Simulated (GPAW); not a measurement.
**Geometry or basis: what sets the conductance of a Ru chain with a Sn atom bridging one bond**

How well does a Ru chain with a Sn atom bridging one bond conduct once its atoms have relaxed, and how much do cheaper levels lose?

Program: GPAW 26.7.0. Level of theory: GPAW LCAO, PAW setups; relaxation of the junction within the symmetry of its start, lead ends held, in the first sound run; inputs show where later runs differ. Results are calculated unless marked as measured.

**1. The starting structure**

The cell holds 17 atoms: 16 Ru and 1 Sn. Cell: a = 9.000 Å, b = 9.000 Å, c = 36.200 Å, α = 90.0°, β = 90.0°, γ = 90.0°. Regions: left lead, 8 atoms (8 Ru); channel, 1 atom (1 Sn); right lead, 8 atoms (8 Ru). Vacuum lies along a and b. The structure is stacked along c, and the current runs across the ab planes.

**2. Relaxation**

Transmission follows bond lengths closely, so the atoms between the held lead ends are relaxed first, within whatever symmetry the start has.

run.py

```python
import json
from ase import Atoms
from ase.constraints import FixAtoms
from ase.optimize import BFGS
from gpaw import GPAW, FermiDirac

device = Atoms(
    ['Ru', 'Ru', 'Ru', 'Ru', 'Ru', 'Ru', 'Ru', 'Ru', 'Sn', 'Ru', 'Ru', 'Ru', 'Ru', 'Ru', 'Ru', 'Ru', 'Ru'],
    positions=[
        [4.50000, 4.50000, 1.12500],
        [4.50000, 4.50000, 3.37500],
        [4.50000, 4.50000, 5.62500],
        [4.50000, 4.50000, 7.87500],
        [4.50000, 4.50000, 10.12500],
        [4.50000, 4.50000, 12.37500],
        [4.50000, 4.50000, 14.62500],
        [4.50000, 4.50000, 16.87500],
        [6.65449, 4.50000, 18.10000],
        [4.50000, 4.50000, 19.32500],
        [4.50000, 4.50000, 21.57500],
        [4.50000, 4.50000, 23.82500],
        [4.50000, 4.50000, 26.07500],
        [4.50000, 4.50000, 28.32500],
        [4.50000, 4.50000, 30.57500],
        [4.50000, 4.50000, 32.82500],
        [4.50000, 4.50000, 35.07500]],
    cell=[[9.0, 0.0, 0.0], [0.0, 9.0, 0.0], [0.0, 0.0, 36.2]],
    pbc=True)

device.set_constraint(FixAtoms([0, 1, 2, 3, 4, 5, 6, 10, 11, 12, 13, 14, 15, 16]))
device.calc = GPAW(mode='lcao', basis='dzp', xc='PBE', h=0.18,
                   kpts={'size': (1, 1, 2), 'gamma': True},
                   symmetry={'tolerance': 1e-3, 'extra_ids': [1, 1, 1, 1, 1, 1, 1, 0, 0, 0, 1, 1, 1, 1, 1, 1, 1]},
                   occupations=FermiDirac(0.1), maxiter=250,
                   mixer=dict(beta=0.1, nmaxold=8, weight=100.0),
                   convergence=dict(density=0.0001), txt='relax.txt')
path = []
opt = BFGS(device, maxstep=0.15)
opt.attach(lambda: path.append((device.get_potential_energy(), device.positions.tolist(), device.get_forces().tolist())))
relaxed = bool(opt.run(fmax=0.05, steps=50))
json.dump(dict(relaxed=relaxed, path=path, positions=device.positions.tolist(), moments=device.get_magnetic_moments().tolist(),
               forces=device.get_forces(apply_constraint=False).tolist()), open('result.json', 'w'))
```

The run is started by

```bash
OMP_NUM_THREADS=1 OPENBLAS_NUM_THREADS=1 python run.py
```

Log:

```text
Step          Energy          fmax
BFGS:    0      -78.592011        2.705096
BFGS:    1      -78.731792        1.501297
BFGS:    2      -78.828389        0.560696
BFGS:    3      -78.843578        0.397312
BFGS:    4      -78.851802        0.353151
BFGS:    5      -78.857206        0.382516
BFGS:    6      -78.861421        0.296518
BFGS:    7      -78.867066        0.406818
BFGS:    8      -78.876982        0.603681
BFGS:    9      -78.908814        1.225666
BFGS:   10      -78.952599        1.322467
BFGS:   11      -79.012470        1.481693
BFGS:   12      -79.077132        1.465375
BFGS:   13      -79.144932        1.490211
BFGS:   14      -79.214871        1.192922
BFGS:   15      -79.248837        0.675438
BFGS:   16      -79.260527        0.390127
BFGS:   17      -79.263035        0.203676
BFGS:   18      -79.264057        0.175951
BFGS:   19      -79.250363        0.649174
BFGS:   20      -79.267235        0.067252
BFGS:   21      -79.268020        0.042905
```

Wall time 47 min (1 thread of Arm Neoverse V2, shared host); peak memory 2 GiB.

Relaxation path:

| step | energy less that of the first step (eV) | largest force (eV/Å) |
| --- | --- | --- |
| 1 | 0.0000 | 2.7051 |
| 2 | -0.1395 | 1.5013 |
| 3 | -0.2352 | 0.5607 |
| 4 | -0.2494 | 0.3973 |
| 5 | -0.2565 | 0.3532 |
| 6 | -0.2611 | 0.3825 |
| 7 | -0.2648 | 0.2965 |
| 8 | -0.2699 | 0.4068 |
| 9 | -0.2793 | 0.6037 |
| 10 | -0.3086 | 1.2257 |
| 11 | -0.3515 | 1.3225 |
| 12 | -0.4106 | 1.4817 |
| 13 | -0.4752 | 1.4654 |
| 14 | -0.5425 | 1.4902 |
| 15 | -0.6112 | 1.1929 |
| 16 | -0.6488 | 0.6754 |
| 17 | -0.6597 | 0.3901 |
| 18 | -0.6619 | 0.2037 |
| 19 | -0.6630 | 0.1760 |
| 20 | -0.6496 | 0.6492 |
| 21 | -0.6657 | 0.0673 |
| 22 | -0.6662 | 0.0429 |

The atoms that moved most (Å):

| atom | dx | dy | dz | length |
| --- | --- | --- | --- | --- |
| Ru8 | -0.920 | 0.000 | -0.113 | 0.927 |
| Ru10 | -0.920 | 0.000 | 0.113 | 0.927 |
| Sn9 | -0.823 | 0.000 | 0.000 | 0.823 |

The relaxed structure:

```cif
data_structure
_symmetry_space_group_name_H-M 'P 1'
_symmetry_Int_Tables_number 1
_cell_length_a 9.0000
_cell_length_b 9.0000
_cell_length_c 36.2000
_cell_angle_alpha 90.000
_cell_angle_beta 90.000
_cell_angle_gamma 90.000
_cell_volume 2932.20
loop_
_atom_site_label
_atom_site_type_symbol
_atom_site_fract_x
_atom_site_fract_y
_atom_site_fract_z
_atom_site_occupancy
Ru1 Ru 0.50000 0.50000 0.03108 1
Ru2 Ru 0.50000 0.50000 0.09323 1
Ru3 Ru 0.50000 0.50000 0.15539 1
Ru4 Ru 0.50000 0.50000 0.21754 1
Ru5 Ru 0.50000 0.50000 0.27970 1
Ru6 Ru 0.50000 0.50000 0.34185 1
Ru7 Ru 0.50000 0.50000 0.40401 1
Ru8 Ru 0.39782 0.50000 0.46303 1
Sn9 Sn 0.64798 0.50000 0.50000 1
Ru10 Ru 0.39782 0.50000 0.53697 1
Ru11 Ru 0.50000 0.50000 0.59599 1
Ru12 Ru 0.50000 0.50000 0.65815 1
Ru13 Ru 0.50000 0.50000 0.72030 1
Ru14 Ru 0.50000 0.50000 0.78246 1
Ru15 Ru 0.50000 0.50000 0.84461 1
Ru16 Ru 0.50000 0.50000 0.90677 1
Ru17 Ru 0.50000 0.50000 0.96892 1
```

The relaxation lowered the energy of the cell by 0.666 eV (energies extrapolated to zero smearing; the optimiser's log prints free energies). The largest force left on a free atom is 0.043 eV/Å.

**3. Double-zeta polarised basis**

Localised orbitals split the wire into layers that couple to their neighbours alone, which is what the Green's function method needs; double zeta with polarisation is the usual level for numbers.

This step: GPAW LCAO, PAW setups; Landauer transmission from Green's functions with principal layers (ASE), zero bias (GPAW 26.7.0).

run.py

```python
import json
import numpy as np
from ase import Atoms
from ase.transport.calculators import TransportCalculator
from gpaw import GPAW, FermiDirac
from gpaw.lcao.tools import get_lcao_hamiltonian
from scipy.linalg import eigh

# The junction with lead layers at both ends, along the third cell vector
device = Atoms(
    ['Ru', 'Ru', 'Ru', 'Ru', 'Ru', 'Ru', 'Ru', 'Ru', 'Sn', 'Ru', 'Ru', 'Ru', 'Ru', 'Ru', 'Ru', 'Ru', 'Ru'],
    positions=[
        [4.50000, 4.50000, 1.12500],
        [4.50000, 4.50000, 3.37500],
        [4.50000, 4.50000, 5.62500],
        [4.50000, 4.50000, 7.87500],
        [4.50000, 4.50000, 10.12500],
        [4.50000, 4.50000, 12.37500],
        [4.50000, 4.50000, 14.62500],
        [3.58034, 4.50000, 16.76152],
        [5.83185, 4.50000, 18.10000],
        [3.58034, 4.50000, 19.43848],
        [4.50000, 4.50000, 21.57500],
        [4.50000, 4.50000, 23.82500],
        [4.50000, 4.50000, 26.07500],
        [4.50000, 4.50000, 28.32500],
        [4.50000, 4.50000, 30.57500],
        [4.50000, 4.50000, 32.82500],
        [4.50000, 4.50000, 35.07500]],
    cell=[[9.0, 0.0, 0.0], [0.0, 9.0, 0.0], [0.0, 0.0, 36.2]],
    pbc=True)

# One principal layer of the lead: the first 5 atoms of the device
lead = Atoms(
    ['Ru', 'Ru', 'Ru', 'Ru', 'Ru'],
    positions=[
        [4.50000, 4.50000, 1.12500],
        [4.50000, 4.50000, 3.37500],
        [4.50000, 4.50000, 5.62500],
        [4.50000, 4.50000, 7.87500],
        [4.50000, 4.50000, 10.12500]],
    cell=[[9.0, 0.0, 0.0], [0.0, 9.0, 0.0], [0.0, 0.0, 11.25]],
    pbc=True)

settings = dict(mode='lcao', basis='dzp', xc='PBE', h=0.2,
                occupations=FermiDirac(0.1), maxiter=250,
                mixer=dict(beta=0.1, nmaxold=8, weight=100.0),
                convergence=dict(density=0.0001))
energies = np.arange(-2, 2 + 1e-9, 0.025)
eta = 0.0001
n1, n2 = 1, 1
# k and -k transmit alike, so half of the mesh across the current serves
mesh = [(i, j) for i in range(n1) for j in range(n2) if (i, j) <= (-i % n1, -j % n2)]
weights = np.array([1 if (i, j) == (-i % n1, -j % n2) else 2 for i, j in mesh]) / (n1 * n2)

# [... helper functions left out ...]
fermi_lead = ground_state(lead, (1, 1, 10), 'lead.txt')
fermi_device = ground_state(device, (1, 1, 2), 'device.txt')
# [... loop over the mesh left out, but for ...]
        # Shift the lead onto the potential of the device's first layer
        shift = ((H[:, 0, 0] - H0[:, 0, 0]) / S0[0, 0]).real.mean()
# [...]
kT = 8.617333e-5 * 300
bias = [0.1, 0.2, 0.5, 1.0, 1.5, 2.0]
# [... integrals and printing left out ...]
```

Log:

```text
basis functions: device 487, principal layer 145
Fermi level: lead -3.4328 eV, device -3.2850 eV; lead shifted by 0.0074 eV
largest coupling past the next layer 2.00e-05 eV, largest misfit of the first layer 0.050 eV
  E-E_F (eV)   T (one spin)  [channel counts left out]
    -2.000    2.2850e+00
    -1.975    2.3188e+00
    -1.950    2.3502e+00
    -1.925    2.3789e+00
    -1.900    2.4049e+00
    -1.875    2.4281e+00
    -1.850    2.4482e+00
    -1.825    2.4652e+00
    -1.800    2.4788e+00
    -1.775    2.4887e+00
    -1.750    2.4947e+00
    -1.725    2.4962e+00
    -1.700    2.4926e+00
    -1.675    2.4832e+00
    -1.650    2.4669e+00
    -1.625    2.4428e+00
[...]
1.825    1.0304e+00
     1.850    1.0181e+00
     1.875    1.0037e+00
     1.900    9.8724e-01
     1.925    9.6880e-01
     1.950    9.4867e-01
     1.975    9.2724e-01
     2.000    9.0496e-01
conductance at 300 K: 3.371 G0 a cell; thermopower 2.074 uV/K
current from the zero-bias T(E) at 0.1 V: 26.113 uA
current from the zero-bias T(E) at 0.2 V: 52.187 uA
current from the zero-bias T(E) at 0.5 V: 129.55 uA
current from the zero-bias T(E) at 1.0 V: 254.3 uA
current from the zero-bias T(E) at 1.5 V: 367.83 uA
current from the zero-bias T(E) at 2.0 V: 476.62 uA
```

Run time: 4.7 min. Hardware: 1 thread; peak memory 1.5 GiB.

This step gave:

- conductance: 3.371 G₀
- thermopower: 2.074 μV/K
- largest coupling past the next principal layer: 2.00e-5 eV
- largest misfit of the first principal layer: 0.05011 eV
- shift that aligns the lead: 0.007380 eV
- basis functions of the junction: 487
- basis functions of a principal layer: 145
- transmission at the Fermi level (one spin): 3.373

One spin. Transmission, zone mean against energy, zero at the Fermi level:

| energy (eV) | transmission, zone mean |
| --- | --- |
| -2.000 | 2.29 |
| -1.800 | 2.48 |
| -1.725 | 2.50 |
| -1.600 | 2.41 |
| -1.400 | 1.66 |
| -1.250 | 2.52 |
| -1.200 | 2.52 |
| -1.000 | 3.25 |
| -0.800 | 3.38 |
| -0.600 | 3.40 |
| -0.400 | 3.65 |
| -0.375 | 3.65 |
| -0.200 | 3.55 |
| 0.000 | 3.37 |
| 0.200 | 3.05 |
| 0.400 | 2.78 |
| 0.600 | 2.47 |
| 0.800 | 2.29 |
| 1.000 | 2.22 |
| 1.200 | 2.34 |
| 1.400 | 1.58 |
| 1.600 | 1.16 |
| 1.800 | 1.04 |
| 2.000 | 0.905 |

Not self-consistent under bias; the bias window is split evenly. Table of current through one cell, from the zero-bias transmission by bias:

| bias (V) | current through one cell, from the zero-bias transmission (μA) |
| --- | --- |
| 0.100 | 26.1 |
| 0.200 | 52.2 |
| 0.500 | 130 |
| 1.000 | 254 |
| 1.500 | 368 |
| 2.000 | 477 |

Transmission of the three most open eigenchannels against energy, zero at the Fermi level:

| energy (eV) | channel 1 | channel 2 | channel 3 |
| --- | --- | --- | --- |
| -2.000 | 0.925 | 0.807 | 0.553 |
| -1.900 | 0.907 | 0.897 | 0.601 |
| -1.800 | 0.976 | 0.861 | 0.642 |
| -1.700 | 0.997 | 0.818 | 0.677 |
| -1.600 | 0.936 | 0.770 | 0.704 |
| -1.500 | 0.744 | 0.738 | 0.681 |
| -1.400 | 0.744 | 0.478 | 0.442 |
| -1.300 | 0.994 | 0.695 | 0.244 |
| -1.200 | 0.966 | 0.641 | 0.598 |
| -1.100 | 0.989 | 0.743 | 0.606 |
| -1.000 | 0.987 | 0.797 | 0.579 |
| -0.900 | 0.867 | 0.850 | 0.585 |
| -0.800 | 0.904 | 0.644 | 0.578 |
| -0.700 | 0.948 | 0.684 | 0.616 |
| -0.600 | 0.981 | 0.725 | 0.702 |
| -0.500 | 0.996 | 0.868 | 0.711 |
| -0.400 | 0.995 | 0.966 | 0.720 |
| -0.300 | 0.994 | 0.989 | 0.628 |
| -0.200 | 0.994 | 0.968 | 0.732 |
| -0.100 | 0.995 | 0.952 | 0.740 |
| 0.000 | 0.991 | 0.929 | 0.747 |
| 0.100 | 0.981 | 0.902 | 0.746 |
| 0.200 | 0.883 | 0.813 | 0.749 |
| 0.300 | 0.992 | 0.937 | 0.730 |
| 0.400 | 0.956 | 0.894 | 0.684 |
| 0.500 | 0.957 | 0.807 | 0.641 |
| 0.600 | 0.956 | 0.746 | 0.597 |
| 0.700 | 0.954 | 0.707 | 0.552 |
| 0.800 | 0.952 | 0.689 | 0.505 |
| 0.900 | 0.951 | 0.698 | 0.458 |
| 1.000 | 0.950 | 0.742 | 0.412 |
| 1.100 | 0.950 | 0.839 | 0.371 |
| 1.200 | 0.977 | 0.950 | 0.335 |
| 1.300 | 0.951 | 0.865 | 0.303 |
| 1.400 | 0.955 | 0.314 | 0.273 |
| 1.500 | 0.963 | 0.235 | 0.0545 |
| 1.600 | 0.976 | 0.172 | 0.00567 |
| 1.700 | 0.998 | 0.0687 | 0.00103 |
| 1.800 | 0.994 | 0.0398 | 0.00649 |
| 1.900 | 0.963 | 0.0130 | 0.0109 |
| 2.000 | 0.893 | 0.0120 | 2.6e-4 |

Couplings past the next layer reach 2.0e-5 eV, small enough to drop; the matrix elements of the cell's first layer differ from the bulk lead's by up to 0.050 eV. That layer keeps its own values in the calculation, and only beyond it is the lead taken as perfect. The Fermi levels of lead and junction count from different zeros of potential, one for each periodic cell; with both set to zero, the small remaining shift is what aligns them. By hand: G = 3.371 × 77.48 μS = 261 μS, a resistance of 3.83 kΩ; at 0.1 V a linear junction would pass 26.1 μA, and the integral over the bias window gives 26.1 μA. Mott's formula, S = -(π²/3)(k_B²T/e) d ln T/dE, has the prefactor 7.33 μV/K·eV at 300 K; T = 3.395 at -0.025 eV and 3.350 at 0.025 eV give a slope of -0.269 per eV and S = 1.97 μV/K, beside 2.07 μV/K from the thermal integral, which interpolates the same grid.

**4. Single-zeta polarised basis**

One radial function a shell plus polarisation makes the matrices smaller; the question is what that costs.

run.py, as its differences from that of step 3:

```diff
@@ -44,3 +44,3 @@
 
-settings = dict(mode='lcao', basis='dzp', xc='PBE', h=0.2,
+settings = dict(mode='lcao', basis='szp(dzp)', xc='PBE', h=0.2,
                 occupations=FermiDirac(0.1), maxiter=250,
```

Log:

```text
basis functions: device 270, principal layer 80
Fermi level: lead -3.4678 eV, device -3.3148 eV; lead shifted by 0.0089 eV
largest coupling past the next layer 2.01e-05 eV, largest misfit of the first layer 0.051 eV
  E-E_F (eV)   T (one spin)  [channel counts left out]
    -2.000    2.2884e+00
    -1.975    2.3213e+00
    -1.950    2.3519e+00
    -1.925    2.3801e+00
    -1.900    2.4056e+00
    -1.875    2.4285e+00
    -1.850    2.4486e+00
    -1.825    2.4657e+00
    -1.800    2.4796e+00
    -1.775    2.4900e+00
    -1.750    2.4965e+00
    -1.725    2.4987e+00
    -1.700    2.4958e+00
    -1.675    2.4870e+00
    -1.650    2.4715e+00
    -1.625    2.4480e+00
[...]
1.825    9.9729e-01
     1.850    9.8314e-01
     1.875    9.6709e-01
     1.900    9.4922e-01
     1.925    9.2968e-01
     1.950    9.0869e-01
     1.975    8.8647e-01
     2.000    8.6322e-01
conductance at 300 K: 3.3519 G0 a cell; thermopower 2.144 uV/K
current from the zero-bias T(E) at 0.1 V: 25.964 uA
current from the zero-bias T(E) at 0.2 V: 51.883 uA
current from the zero-bias T(E) at 0.5 V: 128.76 uA
current from the zero-bias T(E) at 1.0 V: 252.64 uA
current from the zero-bias T(E) at 1.5 V: 364.05 uA
current from the zero-bias T(E) at 2.0 V: 469.18 uA
```

Run time: 2.4 min. Hardware: 1 thread; peak memory 1.4 GiB.

Numbers from this step:

* conductance: 3.352 G₀
* thermopower: 2.144 μV/K
* largest coupling past the next principal layer: 2.01e-5 eV
* largest misfit of the first principal layer: 0.05077 eV
* shift that aligns the lead: 0.008874 eV
* basis functions of the junction: 270
* basis functions of a principal layer: 80
* transmission at the Fermi level (one spin): 3.354

One spin. Table of transmission, zone mean by energy, zero at the Fermi level:

| energy (eV) | transmission, zone mean |
| --- | --- |
| -2.000 | 2.29 |
| -1.900 | 2.41 |
| -1.800 | 2.48 |
| -1.725 | 2.50 |
| -1.700 | 2.50 |
| -1.600 | 2.42 |
| -1.500 | 2.18 |
| -1.400 | 1.77 |
| -1.300 | 1.61 |
| -1.200 | 2.29 |
| -1.100 | 2.77 |
| -1.000 | 3.07 |
| -0.900 | 3.27 |
| -0.800 | 3.25 |
| -0.700 | 3.22 |
| -0.600 | 3.33 |
| -0.500 | 3.52 |
| -0.400 | 3.64 |
| -0.375 | 3.64 |
| -0.300 | 3.60 |
| -0.200 | 3.53 |
| -0.100 | 3.44 |
| 0.000 | 3.35 |
| 0.100 | 3.25 |
| 0.200 | 3.02 |
| 0.300 | 2.97 |
| 0.400 | 2.75 |
| 0.500 | 2.58 |
| 0.600 | 2.45 |
| 0.700 | 2.34 |
| 0.800 | 2.25 |
| 0.900 | 2.19 |
| 1.000 | 2.17 |
| 1.100 | 2.20 |
| 1.200 | 2.30 |
| 1.300 | 2.14 |
| 1.400 | 1.53 |
| 1.500 | 1.23 |
| 1.600 | 1.10 |
| 1.700 | 1.04 |
| 1.800 | 1.01 |
| 1.900 | 0.949 |
| 2.000 | 0.863 |

Not self-consistent under bias; the bias window is split evenly. Table of current through one cell, from the zero-bias transmission by bias:

| bias (V) | current through one cell, from the zero-bias transmission (μA) |
| --- | --- |
| 0.100 | 26.0 |
| 0.200 | 51.9 |
| 0.500 | 129 |
| 1.000 | 253 |
| 1.500 | 364 |
| 2.000 | 469 |

Transmission of the three most open eigenchannels against energy, zero at the Fermi level:

| energy (eV) | channel 1 | channel 2 | channel 3 |
| --- | --- | --- | --- |
| -2.000 | 0.922 | 0.812 | 0.555 |
| -1.800 | 0.976 | 0.861 | 0.642 |
| -1.600 | 0.933 | 0.788 | 0.694 |
| -1.400 | 0.773 | 0.572 | 0.422 |
| -1.200 | 0.953 | 0.615 | 0.581 |
| -1.000 | 0.981 | 0.795 | 0.529 |
| -0.800 | 0.905 | 0.573 | 0.567 |
| -0.600 | 0.978 | 0.709 | 0.658 |
| -0.400 | 0.996 | 0.970 | 0.688 |
| -0.200 | 0.995 | 0.967 | 0.707 |
| 0.000 | 0.993 | 0.925 | 0.738 |
| 0.200 | 0.888 | 0.804 | 0.749 |
| 0.400 | 0.954 | 0.890 | 0.669 |
| 0.600 | 0.953 | 0.745 | 0.577 |
| 0.800 | 0.950 | 0.685 | 0.476 |
| 1.000 | 0.950 | 0.733 | 0.376 |
| 1.200 | 0.973 | 0.954 | 0.296 |
| 1.400 | 0.963 | 0.303 | 0.232 |
| 1.600 | 0.987 | 0.112 | 0.00337 |
| 1.800 | 0.985 | 0.0198 | 0.00492 |
| 2.000 | 0.857 | 0.00570 | 3.2e-4 |

The conductance, 3.35 G₀, lies 0.6 % below that of the dzp run.

**5. GPAW, sz: basis = "sz(dzp)"**

One function for each valence shell of the setup, as for a first survey of a large system.

run.py, as its differences from that of step 4:

```diff
@@ -44,3 +44,3 @@
 
-settings = dict(mode='lcao', basis='szp(dzp)', xc='PBE', h=0.2,
+settings = dict(mode='lcao', basis='sz(dzp)', xc='PBE', h=0.2,
                 occupations=FermiDirac(0.1), maxiter=250,
```

Log:

```text
basis functions: device 217, principal layer 65
Fermi level: lead -3.5085 eV, device -3.3517 eV; lead shifted by 0.0055 eV
largest coupling past the next layer 2.00e-05 eV, largest misfit of the first layer 0.051 eV
  E-E_F (eV)   T (one spin)  [channel counts left out]
    -2.000    2.3130e+00
    -1.975    2.3405e+00
    -1.950    2.3653e+00
[...]
1.975    8.8294e-01
     2.000    8.5882e-01
conductance at 300 K: 3.3457 G0 a cell; thermopower 2.248 uV/K
current from the zero-bias T(E) at 0.1 V: 25.915 uA
current from the zero-bias T(E) at 0.2 V: 51.783 uA
current from the zero-bias T(E) at 0.5 V: 128.49 uA
current from the zero-bias T(E) at 1.0 V: 252.17 uA
current from the zero-bias T(E) at 1.5 V: 364.57 uA
current from the zero-bias T(E) at 2.0 V: 470.74 uA
```

The job ended after 1.7 min (1 thread; peak memory 1.3 GiB).

This step gave:

```
conductance                                    : 3.346 G₀
thermopower                                    : 2.248 μV/K
largest coupling past the next principal layer : 2.00e-5 eV
largest misfit of the first principal layer    : 0.05080 eV
shift that aligns the lead                     : 0.005470 eV
basis functions of the junction                : 217
basis functions of a principal layer           : 65
transmission at the Fermi level (one spin)     : 3.348
```

One spin. The transmission, zone mean by energy, zero at the Fermi level:

| energy (eV) | transmission, zone mean |
| --- | --- |
| -2.000 | 2.31 |
| -1.800 | 2.45 |
| -1.775 | 2.45 |
| -1.600 | 2.29 |
| -1.400 | 1.46 |
| -1.200 | 2.19 |
| -1.000 | 3.09 |
| -0.800 | 3.36 |
| -0.600 | 3.36 |
| -0.400 | 3.63 |
| -0.350 | 3.64 |
| -0.200 | 3.53 |
| 0.000 | 3.35 |
| 0.200 | 3.01 |
| 0.400 | 2.74 |
| 0.600 | 2.45 |
| 0.800 | 2.24 |
| 1.000 | 2.14 |
| 1.200 | 2.24 |
| 1.400 | 1.60 |
| 1.600 | 1.06 |
| 1.800 | 1.00 |
| 2.000 | 0.859 |

The conductance, 3.35 G₀, lies 0.7 % below that of the dzp run.

(Part 1 of 2 ends here.)

[Logs are printed without paths, hosts, clocks, repeated set-up lines and the standing remarks that a program may print on its own settings, such as how far it seeks lower states.]

[Hosts, paths, dates, database ids (printed as entryN), source tags and the programs' standing remarks are cut or masked in the printed files.]
